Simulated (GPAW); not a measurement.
**SrCl2: optical spectrum from first principles**

Aim: the dielectric function of SrCl2, and the optical constants that follow from it.

Main program and level: GPAW 26.7.0; DFT, LDA, plane-wave PAW (GPAW data sets), scalar-relativistic, RPA, optical limit.

## Step 1: The structure

The structure is cubic, space group Fm-3m (No. 225). Conventional cell: a = 6.977 Å, b = 6.977 Å, c = 6.977 Å, α = 90.00°, β = 90.00°, γ = 90.00°. Nearest to Sr lie 8 Cl at 3.02 Å. Cl has 4 Sr at 3.02 Å nearest. Farther neighbours and most contacts between anions are not listed.

## Step 2: Ground state

The self-consistent density comes first; it also tells whether there is a gap, which decides the occupations and the need for a Drude term.

This step: DFT, LDA, plane-wave PAW (GPAW data sets), scalar-relativistic, ground state (GPAW 26.7.0).

Contents of gs.py:

```python
from ase import Atoms
from ase.dft.bandgap import bandgap
from gpaw import GPAW, PW, FermiDirac

atoms = Atoms(['Sr', 'Cl', 'Cl'],
              cell=[[0.00000000, 3.48835000, 3.48835000],
                    [3.48835000, 0.00000000, 3.48835000],
                    [3.48835000, 3.48835000, 0.00000000]],
              scaled_positions=[[0.00000000, 0.00000000, 0.00000000],
                                [0.75000000, 0.75000000, 0.75000000],
                                [0.25000000, 0.25000000, 0.25000000]],
              pbc=[True, True, True])
atoms.calc = GPAW(mode=PW(500), xc='LDA', kpts={'size': (6, 6, 6), 'gamma': True},
                  occupations=FermiDirac(0.05), maxiter=150, txt='gs.txt')
print('energy (eV)', atoms.get_potential_energy())
print('Fermi level (eV)', atoms.calc.get_fermi_level())
print('valence electrons', atoms.calc.get_number_of_electrons())
print('gap (eV)', bandgap(atoms.calc, output=None)[0])
print('direct gap (eV)', bandgap(atoms.calc, direct=True, output=None)[0])
atoms.calc.write('gs.gpw')
```

Run with:

```console
$ OMP_NUM_THREADS=1 python gs.py
```

Numbers of over 12 decimals in the logs are rounded to 6 here.

The program printed:

```text
__  _  _
 | _ |_)|_||  |
 |__||  | ||/\| - 26.7.0

Versions:
  Python: 3.12.14
  ASE:    3.29.0
  Numpy:  2.5.5
  Scipy:  1.18.1
  Libxc:  7.0.0

Input parameters:
  mode=PW(ecut=500.0),
  kpts=MonkhorstPack(size=(6, 6, 6), gamma=True),
  maxiter=150,
  occupations=Occupations(name='fermi-dirac', width=0.05, fixmagmom=False),
  xc=XC(name='LDA')

Diagonalizing LCAO Hamiltonian
Converting LCAO to pw mode

                        Cl

             Cl

       Sr

Atoms  # Å, Bohr magnetons
|   | symbol |        x |        y |        z |    initial magnetic moments |
| 0 |     Sr | 0.000000 | 0.000000 | 0.000000 | ( 0.0000,  0.0000,  0.0000) |
| 1 |     Cl | 5.232525 | 5.232525 | 5.232525 | ( 0.0000,  0.0000,  0.0000) |
| 2 |     Cl | 1.744175 | 1.744175 | 1.744175 | ( 0.0000,  0.0000,  0.0000) |

Unit cell  # Å
| periodic |        x |        y |        z |  lengths |    angles |
|      yes | 0.000000 | 3.488350 | 3.488350 | 4.933272 | 60.000000 |
|      yes | 3.488350 | 0.000000 | 3.488350 | 4.933272 | 60.000000 |
|      yes | 3.488350 | 3.488350 | 0.000000 | 4.933272 | 60.000000 |

Number of symmetries: 48
Symmetry operations  # r_c * U_cc + t_c -> r_c
|    | kind |            matrix            |
|  0 |  σ   |  1, 0, 0,  1, 0,-1,  1,-1, 0 |
|  1 |  C2  |  1, 0, 0,  1,-1, 0,  1, 0,-1 |
|  2 |  E   |  1, 0, 0,  0, 1, 0,  0, 0, 1 |
|  3 |  σ   |  1, 0, 0,  0, 0, 1,  0, 1, 0 |
|  4 |  C4  |  1, 0,-1,  1, 0, 0,  1,-1, 0 |
|  5 |  S6  |  1, 0,-1,  1,-1, 0,  1, 0, 0 |
|  6 |  σ   |  1, 0,-1,  0, 1,-1,  0, 0,-1 |
|  7 |  C3  |  1, 0,-1,  0, 0,-1,  0, 1,-1 |
|  8 |  S6  |  1,-1, 0,  1, 0, 0,  1, 0,-1 |
|  9 |  C4  |  1,-1, 0,  1, 0,-1,  1, 0, 0 |
| 10 |  C3  |  1,-1, 0,  0,-1, 1,  0,-1, 0 |
| 11 |  σ   |  1,-1, 0,  0,-1, 0,  0,-1, 1 |
| 12 |  σ   |  0, 1, 0,  1, 0, 0,  0, 0, 1 |
| 13 |  C4  |  0, 1, 0,  0, 1,-1, -1, 1, 0 |
| 14 |  C3  |  0, 1, 0,  0, 0, 1,  1, 0, 0 |
| 15 |  S6  |  0, 1, 0, -1, 1, 0,  0, 1,-1 |
| 16 |  C2  |  0, 1,-1,  1, 0,-1,  0, 0,-1 |
| 17 |  σ   |  0, 1,-1,  0, 1, 0, -1, 1, 0 |
| 18 |  S4  |  0, 1,-1,  0, 0,-1,  1, 0,-1 |
| 19 |  C4  |  0, 1,-1, -1, 1, 0,  0, 1, 0 |
| 20 |  C3  |  0, 0, 1,  1, 0, 0,  0, 1, 0 |
| 21 |  σ   |  0, 0, 1,  0, 1, 0,  1, 0, 0 |
| 22 |  S6  |  0, 0, 1,  0,-1, 1, -1, 0, 1 |
| 23 |  C4  |  0, 0, 1, -1, 0, 1,  0,-1, 1 |
| 24 |  S4  |  0, 0,-1,  1, 0,-1,  0, 1,-1 |
| 25 |  C3  |  0, 0,-1,  0, 1,-1,  1, 0,-1 |
| 26 |  C2  |  0, 0,-1,  0,-1, 0, -1, 0, 0 |
| 27 |  S6  |  0, 0,-1, -1, 0, 0,  0,-1, 0 |
| 28 |  S4  |  0,-1, 1,  1,-1, 0,  0,-1, 0 |
| 29 |  C4  |  0,-1, 1,  0, 0, 1, -1, 0, 1 |
| 30 |  C2  |  0,-1, 1,  0,-1, 0,  1,-1, 0 |
| 31 |  σ   |  0,-1, 1, -1, 0, 1,  0, 0, 1 |
| 32 |  C3  |  0,-1, 0,  1,-1, 0,  0,-1, 1 |
| 33 |  S6  |  0,-1, 0,  0, 0,-1, -1, 0, 0 |
| 34 |  S4  |  0,-1, 0,  0,-1, 1,  1,-1, 0 |
| 35 |  C2  |  0,-1, 0, -1, 0, 0,  0, 0,-1 |
| 36 |  C2  | -1, 1, 0,  0, 1, 0,  0, 1,-1 |
| 37 |  S6  | -1, 1, 0,  0, 1,-1,  0, 1, 0 |
| 38 |  S4  | -1, 1, 0, -1, 0, 1, -1, 0, 0 |
| 39 |  C3  | -1, 1, 0, -1, 0, 0, -1, 0, 1 |
| 40 |  S6  | -1, 0, 1,  0, 0, 1,  0,-1, 1 |
| 41 |  C2  | -1, 0, 1,  0,-1, 1,  0, 0, 1 |
| 42 |  C3  | -1, 0, 1, -1, 1, 0, -1, 0, 0 |
| 43 |  S4  | -1, 0, 1, -1, 0, 0, -1, 1, 0 |
| 44 |  C2  | -1, 0, 0,  0, 0,-1,  0,-1, 0 |
| 45 |  i   | -1, 0, 0,  0,-1, 0,  0, 0,-1 |
| 46 |  σ   | -1, 0, 0, -1, 1, 0, -1, 0, 1 |
| 47 |  C2  | -1, 0, 0, -1, 0, 1, -1, 1, 0 |

BZ-sampling:
  Number of BZ points: 216
  Number of IBZ points: 16

  Monkhorst-Pack size: [6, 6, 6]
  Monkhorst-Pack shift: [0.083333, 0.083333, 0.083333]

K-points  # in reciprocal-cell coordinates
|     |                                coordinates |     weight |
|   0 | (  0.00000000,   0.00000000,   0.00000000) | 0.00462963 |
|   1 | (  0.16666667,   0.16666667,   0.00000000) | 0.02777778 |
|   2 | (  0.16666667,   0.16666667,   0.16666667) | 0.03703704 |
|   3 | (  0.33333333,   0.16666667,   0.16666667) | 0.05555556 |
|   4 | (  0.33333333,   0.33333333,  -0.33333333) | 0.05555556 |
|   5 | (  0.33333333,   0.33333333,   0.00000000) | 0.02777778 |
|   6 | (  0.33333333,   0.33333333,   0.16666667) | 0.11111111 |
|   7 | (  0.33333333,   0.33333333,   0.33333333) | 0.03703704 |
|   8 | (  0.50000000,   0.33333333,  -0.33333333) | 0.11111111 |
|   9 | (  0.50000000,   0.33333333,  -0.16666667) | 0.05555556 |
| ... |                                            |            |
|  15 | (  0.50000000,   0.50000000,   0.50000000) | 0.01851852 |

Plane wave coefficients: 2176
Cutoff: 500.0 eV

Spin-components: 1 (collinear spins)
Bands:           13
Projectors:      15
Spin-degeneracy: 2
Datatype:        complex128

Parallelization:
  kpt:    1
  domain: 1
  band:   1

Density:
  Valence electrons: 24.0
  Components: 1
  Grid points: [27 27 27]
  Charge: 0.0  # |e|

Potential:
  Grid points: [27 27 27]

species:
  Sr:
    name:    Strontium
    id:
    Z:       38.0
    valence: 10
    core:    28
    charge:  0.0  # [|e|]
    compensation charges:
      type: gauss
      rc: 0.40  # [Å]
      lmax: 2
    cutoffs:
      filter: 2.39  # [Å]
      core: 1.85  # [Å]
    projectors
    | kind |    occ | energy [eV] | rcut [Å] |
    |   4s |  2.000 |     -40.901 |    1.291 |
    |   5s |  2.000 |      -3.641 |    1.291 |
    |   4p |  6.000 |     -22.864 |    1.291 |
    |    p |        |       4.348 |    1.291 |
    |    d |        |       0.000 |    1.254 |

    Using partial waves for Sr as LCAO basis

  Cl:
    name:    Chlorine
    id:
    Z:       17.0
    valence: 7
    core:    10
    charge:  0.0  # [|e|]
    compensation charges:
      type: gauss
      rc: 0.25  # [Å]
      lmax: 2
    cutoffs:
      filter: 1.40  # [Å]
      core: 1.49  # [Å]
    projectors
    | kind |    occ | energy [eV] | rcut [Å] |
    |   3s |  2.000 |     -20.688 |    0.794 |
    |   3p |  5.000 |      -8.701 |    0.794 |
    |    s |        |       6.523 |    0.794 |
    |    p |        |      18.511 |    0.794 |
    |    d |        |       0.000 |    0.794 |

    Using partial waves for Cl as LCAO basis

Reference energy: -111434.994330  # eV

eigensolver:
  PPCG
  Converge bands: occupied
  niter=2

density mixing:
  MSR1-Mixer
  Pratt-step length: 0.05
  Maximum mixing coefficient: 0.75
  Old densities: 10
  SVD Regularization: 0.005
  Good broyden scale: 1.0
  Trust region scale: 1.0
  Backstep threshold: 4.0
  History deletion threshold: 6.0
  Fourier metric: weight=20.0, sigma=0.015

occupation numbers:
  Fermi-Dirac:
    width: 0.0500  # eV

poisson solver:
  ecut: 4000.0  # eV

xc functional:
  name: None

convergence criteria:
- Maximum [total energy] change in last 3 cyles: 0.0005 eV / valence electron
- Maximum integral of absolute [dens]ity change: 0.0001 electrons / valence electron
- Maximum integral of absolute [eigenst]ate change: 4e-08 eV^2 / valence electron
maximum number of iterations: 150

SCF iterations
|iter     |      energy | eigst |  dens |
|iter:   1||  -14.228682 | -0.27 |       |
|iter:   2||  -14.205192 | -2.07 | -1.28 |
|iter:   3||  -14.057466 | -1.51 | -1.31 |
|iter:   4||  -14.052757 | -2.79 | -1.80 |
|iter:   5||  -14.053785c| -4.31 | -2.23 |
|iter:   6||  -14.053816c| -5.30 | -2.99 |
|iter:   7||  -14.053818c| -6.42 | -3.45 |
|iter:   8||  -14.053818c| -7.77c| -4.61c|

Converged in 8 steps
SCF loop duration: 6.523 s (0.815 s/step)
Energy contributions relative to reference atoms: (reference = -111434.994330)

Energy contributions:
  Kinetic:           8.186796
  Coulomb:          -8.036205
  Zero:             -0.182881
  External:          0.000000
  Xc:              -14.021528
  Entropy:           0.000000
  Spinorbit:         0.000000
  ----------------------------
  Free energy:     -14.053818
  Extrapolated:    -14.053818

dipole moment: (-27.322163, -27.322163, -27.322163)  # |e|*Ang

Fermi level: 3.542
Eigenvalues  # (at kpt = [0.000, 0.000, 0.000])
| band index |      eig [eV] | occ [0-2] |
|          0 |       -31.276 |     2.000 |
|        ... |               |           |
|          4 |       -11.811 |     2.000 |
|          5 |       -10.932 |     2.000 |
|          6 |        -0.734 |     2.000 |
|          7 |        -0.734 |     2.000 |
|          8 |        -0.734 |     2.000 |
|          9 |         1.092 |     2.000 |
|         10 |         1.092 |     2.000 |
|         11 |         1.092 |     2.000 |
|         12 |         6.320 |     0.000 |

Gap: 4.883 eV
Transition (v -> c):
  (s=0, k=12, n=11, [0.50, 0.50, 0.00]) -> (s=0, k=0, n=12, [0.00, 0.00, 0.00])
Direct/indirect transitions are different
Direct gap: 5.167 eV
Transition at: (s=0, k=12, n=11, [0.50, 0.50, 0.00])

--- standard output ---
energy (eV) -14.053818
Fermi level (eV) 3.542436
valence electrons 24.0
gap (eV) 4.882766
direct gap (eV) 5.167210
```

Elapsed: 7.9 s, on 1 thread of Arm Neoverse V2, shared host; peak memory 0.15 GiB.

Numbers from this step:

```
energy                 : -14.05 eV
Fermi energy           : 3.542 eV
gap on the k-mesh      : 4.883 eV
direct gap on the mesh : 5.167 eV
electrons              : 24
```

There is a gap, 4.88 eV on this mesh (points off the mesh can give less), so no carriers' term is needed.

## Step 3: Bands for the response

The response needs many more empty bands than the density does.

This step: DFT, LDA, plane-wave PAW (GPAW data sets), scalar-relativistic, bands at fixed density (GPAW 26.7.0).

Contents of nscf.py:

```python
from ase.dft.bandgap import bandgap
from gpaw import GPAW, FermiDirac

calc = GPAW('gs.gpw').fixed_density(kpts={'size': (8, 8, 8), 'gamma': True}, nbands=31, convergence={'bands': 25},
                                    occupations=FermiDirac(0.001), txt='nscf.txt')
print('gap (eV)', bandgap(calc, output=None)[0])
print('direct gap (eV)', bandgap(calc, direct=True, output=None)[0])
calc.write('full.gpw', mode='all')
```

Run with:

```console
$ OMP_NUM_THREADS=1 python nscf.py
```

The program printed:

```text
Diagonalizing LCAO Hamiltonian
Converting LCAO to pw mode
convergence criteria:
- Maximum integral of absolute [eigenst]ate change: 4e-08 eV^2 / valence electron
maximum number of iterations: 150

SCF iterations
|iter     |      energy | eigst |  dens |
|iter:   1||             | +2.68 |       |
|iter:   2||             | +1.17 |       |
|iter:   3||             | -0.26 |       |
|iter:   4||             | -1.58 |       |
|iter:   5||             | -2.79 |       |
|iter:   6||             | -3.96 |       |
|iter:   7||             | -5.09 |       |
|iter:   8||             | -6.20 |       |
|iter:   9||             | -7.23 |       |
|iter:  10||             | -7.79c|       |
SCF steps: 10
  __  _  _
 | _ |_)|_||  |
 |__||  | ||/\| - 26.7.0

Versions:
  Python: 3.12.14
  ASE:    3.29.0
  Numpy:  2.5.5
  Scipy:  1.18.1
  Libxc:  7.0.0

Input parameters:
  mode=PW(ecut=500.0),
  convergence={'bands': 25},
  gpts=array([27, 27, 27]),
  kpts=MonkhorstPack(size=(8, 8, 8), gamma=True),
  maxiter=150,
  nbands=31,
  occupations=Occupations(name='fermi-dirac', width=0.001, fixmagmom=False),
  parallel={},
  xc=XC(name='LDA')

--- standard output ---
gap (eV) 4.882766
direct gap (eV) 5.167210
```

It took 34 s on 1 thread; peak memory 0.2 GiB.

(Part 1 of 2 ends here.)

[Machine, clock and banner lines and Python warnings are left out of the logs.]

[Logs are printed without paths, hosts, clocks, repeated set-up lines and the standing remarks that a program may print on its own settings, such as how far it seeks lower states.]

[Hosts, paths, dates, database ids (printed as entryN), source tags and the programs' standing remarks are cut or masked in the printed files.]
